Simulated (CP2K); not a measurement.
Consider cyanooxirane at its PBE geometry (Å).

```xyz
8

N     2.5967   -0.3551   -0.2821
C     1.5065    0.0315   -0.1505
C     0.1561    0.5274    0.0004
C    -0.9901   -0.4111    0.0007
O    -0.5219    0.1795    1.2316
H     0.0041    1.5557   -0.3391
H    -0.7945   -1.4806   -0.1056
H    -1.9569   -0.0473   -0.3554
```

Method: CP2K XAS_TDP, all-electron GAPW, PBEh(45%), aug-cc-pVDZ, TDA, GW2X-corrected core level, no relativity.

Question: Where do the C K-edge lines lie, and how strong are they?

Leading lines: C2 288.84 eV, C3 290.82 eV and C4 290.74 eV. The leading line of an atom is its first one with 35 % of the strongest within 2.5 eV of its lowest line over the strength cut. Core ionisation energies at this level: C3 295.33, C4 294.82 and C2 294.27 eV.

The first six lines of each atom with a strength over 0.0015:

```tsv
atom	energy (eV)	states	strength, one atom	above the computed threshold
C2 (bonded to C and N)	288.84	1	0.0457	
	289.09	1	0.0525	
	293.14	1	0.0019	
	293.21	1	0.0027	
	293.39	1	0.0037	
	294.05	1	0.0084	
C3 (bonded to 2 C, O and H)	290.82	1	0.0318	
	292.27	1	0.0120	
	293.00	1	0.0047	
	293.79	1	0.0159	
	293.85	1	0.0157	
	294.25	1	0.0027	
C4 (bonded to C, O and 2 H)	290.74	1	0.0480	
	291.94	1	0.0135	
	292.29	1	0.0043	
	292.88	1	0.0233	
	293.52	1	0.0035	
	293.80	1	0.0104
```

Lines are vertical, at one geometry, with no vibrational structure. GW2X ionisation energies and lines can be off by 1 to 2 eV either way, and a good line position may hide errors that cancel. These values hold no scalar relativity, about 0.1 eV for C 1s. Rydberg lines, and the discretised continuum above threshold, depend on the basis and the box.

[Banner, clock and machine lines of the logs are left out without a mark of their own.]

[Logs are printed without paths, hosts, clocks, repeated set-up lines and the standing remarks that a program may print on its own settings, such as how far it seeks lower states.]

[Hosts, paths, dates, database ids (printed as entryN), source tags and the programs' standing remarks are cut or masked in the printed files.]
